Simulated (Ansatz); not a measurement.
# NaAuF3 (cubic perovskite) (Pm-3m): how robust is the cRPA U?, part 2 of 2

What does U in NaAuF3 (cubic perovskite) (Pm-3m) depend on besides the window?

Ansatz 0.2.0; constrained RPA on PBEsol, plane waves, PAW.

So far. Step 4 (Changed: 6×6×6 mesh): On the Au d shell, screening brings the on-site interaction from 12.5 eV down to U = 4.68 eV. Step 5 (Changed: accuracy low): On the Au d shell, screening brings the on-site interaction from 12.6 eV down to U = 4.66 eV.

The structure was built from a prototype and need not be the compound's stable phase.

### Step 6. Changed: accuracy high

input.yaml reads:

```yaml
crystal:
  lattice:
    - [0.0, -4.37522604, 0.0]
    - [0.0, 0.0, 4.37522604]
    - [-4.37522604, 0.0, 0.0]
  atoms:
    - { symbol: Na, position: [0.0, 0.0, 0.0] }
    - { symbol: Au, position: [0.5, 0.5, 0.5] }
    - { symbol: F, position: [0.5, 0.5, 0.0] }
    - { symbol: F, position: [0.5, 0.0, 0.5] }
    - { symbol: F, position: [0.0, 0.5, 0.5] }
kpoints:
  mp_grid: { grid: [6, 6, 6] }
hamiltonian:
  xc: pbesol
scf:
  occupations: { method: gaussian, width: 0.08 }
  n_extra_bands: 19
  max_iter: 150
  lower_state_search: "off"
output:
  crpa:
    kmesh: [4, 4, 4]
    target_bands: [v5, v1]
    projections: [{ species: Au, l: d, shell: 5 }]
    accuracy: high
```

On the command line:

```console
ansatz run input.yaml --threads 4 --pin off --max-ram 9216MiB --backend cpu --events-out ev --progress --plain --runs-dir out
```

Numbers of over 12 decimals in the logs are rounded to 6 here.

Output:

```text
[...]
Crystal: 5 atoms, lattice volume = 83.753 Å³
Basis set: ecut = 420 eV, 1647 PW (Γ)
Bands: 44, of which v1, the nominal top of the filled ones, is band 25 counted from 1 (24 counted from 0)
Symmetry: 48 space group operations
[...]
k-points: 20 of 216
[...]
χ-basis size per q: N_G = 292..320
[...]
screened: U = 4.6897 eV, U' = 4.0186 eV, J = 0.3090 eV
      screened d-shell averages: U_bar = F0 = 4.1528 eV, J_bar = 0.4432 eV
      screened, to within: U = 4.5e-4 eV, U' = 4.5e-4 eV, J = 4.3e-5 eV
      screened d-shell averages, to within: U_bar = 3.7e-4 eV, J_bar = 6.3e-5 eV
      bare: V = 12.5867 eV, V' = 11.5913 eV, J = 0.4260 eV
      bare d-shell averages: V_bar = F0 = 11.7904 eV, J_bar = 0.6251 eV
[...]
[key lines of the parts left out:]
SCF converged after 8 iterations
Free energy (F): -16882.904800 eV
Fermi energy:    5.470227 eV
```

The job ended after 74 s (4 threads of Intel Xeon Platinum 8559C (Emerald Rapids), shared host; peak memory 0.78 GiB; 4.7 min of CPU time).

This step gave:

| Item | Value |
| --- | --- |
| U | 4.690 eV |
| U prime (inter-orbital) | 4.019 eV |
| J | 0.3090 eV |
| bare V | 12.59 eV |
| bare J | 0.4260 eV |
| stated bound on U | 4.43e-4 eV |
| U over bare V | 0.3726 |
| electrons in the window | 9.000 |
| head of the constrained inverse dielectric matrix | 0.3508 |
| least eigenvalue of the projection's overlap | 0.5714 |
| target functions | 5 |
| bands in the sums | 50 |
| width of the target bands | 4.086 eV |
| weight of the projected orbitals in the window | 0.7297 |

On the Au d shell, screening brings the on-site interaction from 12.6 eV down to U = 4.69 eV.

### Step 7. Changed: more bands than orbitals

Changes to input.yaml since step 6:

```diff
@@ -23,4 +23,3 @@
     kmesh: [4, 4, 4]
-    target_bands: [v5, v1]
+    target_bands: [v5, c1]
     projections: [{ species: Au, l: d, shell: 5 }]
-    accuracy: high
```

Output:

```text
Error: invalid value for `output.crpa.projections`: 5 orbital(s) selected but the target window spans 6 band(s); name one orbital per band of it
```

Wall time 0.13 s (4 threads); peak memory 0.1 GiB.

The program refused the input before any cycle.

The program's message: “Error: invalid value for `output.crpa.projections`: 5 orbital(s) selected but the target window spans 6 band(s); name one orbital per band of it”

The fault put into this input: more bands than orbitals.

### Step 8. Changed: volume +3 %

The cell differs from the one that the last finished run ended in (a 4.375 → 4.419 Å, b 4.375 → 4.419 Å, c 4.375 → 4.419 Å).

input.yaml, the sections that differ from step 7:

```yaml
crystal:
  lattice:
    - [0.0, -4.4185479271, 0.0]
    - [0.0, 0.0, 4.4185479271]
    - [-4.4185479271, 0.0, 0.0]
  atoms:
    - { symbol: Na, position: [0.0, 0.0, 0.0] }
    - { symbol: Au, position: [0.5, 0.5, 0.5] }
    - { symbol: F, position: [0.5, 0.5, 0.0] }
    - { symbol: F, position: [0.5, 0.0, 0.5] }
    - { symbol: F, position: [0.0, 0.5, 0.5] }
output:
  crpa:
    kmesh: [4, 4, 4]
    target_bands: [v5, v1]
    projections: [{ species: Au, l: d, shell: 5 }]
  local_orbitals:
    kmesh: [8, 8, 8]
    orbitals: [{ species: Au, l: d, shell: 5 }]
    window: { bands: [v5, v1] }
    seedname: lo
# kpoints, hamiltonian, scf: as in step 7
```

Output:

```text
[...]
Crystal: 5 atoms, lattice volume = 86.266 Å³
Basis set: ecut = 420 eV, 1743 PW (Γ)
Bands: 44, of which v1, the nominal top of the filled ones, is band 25 counted from 1 (24 counted from 0)
Symmetry: 48 space group operations
[...]
k-points: 20 of 216
[...]
χ-basis size per q: N_G = 304..320
[...]
screened: U = 4.6567 eV, U' = 3.9920 eV, J = 0.3046 eV
      screened d-shell averages: U_bar = F0 = 4.1250 eV, J_bar = 0.4375 eV
      screened, to within: U = 1.4e-2 eV, U' = 1.4e-2 eV, J = 5.7e-4 eV
      screened d-shell averages, to within: U_bar = 1.2e-2 eV, J_bar = 9.7e-4 eV
      bare: V = 12.4774 eV, V' = 11.4881 eV, J = 0.4206 eV
      bare d-shell averages: V_bar = F0 = 11.6860 eV, J_bar = 0.6185 eV
[...]
[key lines of the parts left out:]
SCF converged after 8 iterations
Free energy (F): -16882.890035 eV
Fermi energy:    4.997445 eV
```

Wall time 41 s (4 threads); peak memory 0.69 GiB; 2.6 min of CPU time.

Numbers from this step:

```yaml
u: 4.657 eV
u_prime_inter_orbital: 3.992 eV
j: 0.3046 eV
bare_v: 12.48 eV
bare_j: 0.4206 eV
stated_bound_on_u: 0.01333 eV
u_over_bare_v: 0.3732
electrons_in_the_window: 9.000
head_of_the_constrained_inverse_dielectric_matrix: 0.3553
least_eigenvalue_of_the_projection_s_overlap: 0.5688
target_functions: 5
bands_in_the_sums: 50
r_m_s_miss_of_the_model_bands: 0.001667 eV
width_of_the_target_bands: 3.908 eV
weight_of_the_projected_orbitals_in_the_window: 0.7258
```

On the Au d shell, screening brings the on-site interaction from 12.5 eV down to U = 4.66 eV.

### Step 9. Side by side

Times are wall times on 4 threads of Intel Xeon Platinum 8559C (Emerald Rapids), shared host, good to a factor of about two.

```tsv
run	bare V (eV)	U (eV)	J (eV)	bound on U (eV)	width (eV)	time
target window	12.59	4.689	0.309	0.0131	4.09	44 s
2×2×2 mesh	13.27	5.297	0.331	0.0122	4.09	5.6 s
6×6×6 mesh	12.50	4.683	0.307	0.0137	4.09	4.1 min
accuracy low	12.59	4.656	0.308	0.1250	4.09	22 s
accuracy high	12.59	4.690	0.309	0.0004	4.09	74 s
volume +3 %	12.48	4.657	0.305	0.0133	3.91	41 s
```

### Step 10. Summary of results

```json
{"target window": "U 4.69 eV, J 0.31 eV", "2×2×2 mesh": "U 5.30 eV, J 0.33 eV", "6×6×6 mesh": "U 4.68 eV, J 0.31 eV", "accuracy low": "U 4.66 eV, J 0.31 eV", "accuracy high": "U 4.69 eV, J 0.31 eV", "volume +3 %": "U 4.66 eV, J 0.30 eV"}
```

In words: 2×2×2 mesh moves U by +0.61 eV at 0.13 times the time. 6×6×6 mesh moves U by −0.01 eV (within the solver's bounds, for the mean over orbitals) at 5.5 times the time. Accuracy low moves U by −0.03 eV (within the solver's bounds, for the mean over orbitals) at 0.49 times the time. Accuracy high moves U by +0.001 eV (within the solver's bounds, for the mean over orbitals). Volume +3 % moves U by −0.03 eV. The printed bound covers the solver alone, not the mesh. The parent state is non-magnetic and the interaction static (zero frequency); U depends on the window and the orbitals, so it belongs to this model alone. Spin-orbit coupling, which is strong for atoms this heavy, is left out.

[Paths, hosts, dates, memory and timing lines, banners, echoed tables and standing remarks are left out of the program output.]

[Logs are printed without paths, hosts, clocks, repeated set-up lines and the standing remarks that a program may print on its own settings, such as how far it seeks lower states.]

[Runs of the session that timed out or met a known fault of the program may be left out.]

[Hosts, paths, dates, database ids (printed as entryN), source tags and the programs' standing remarks are cut or masked in the printed files.]
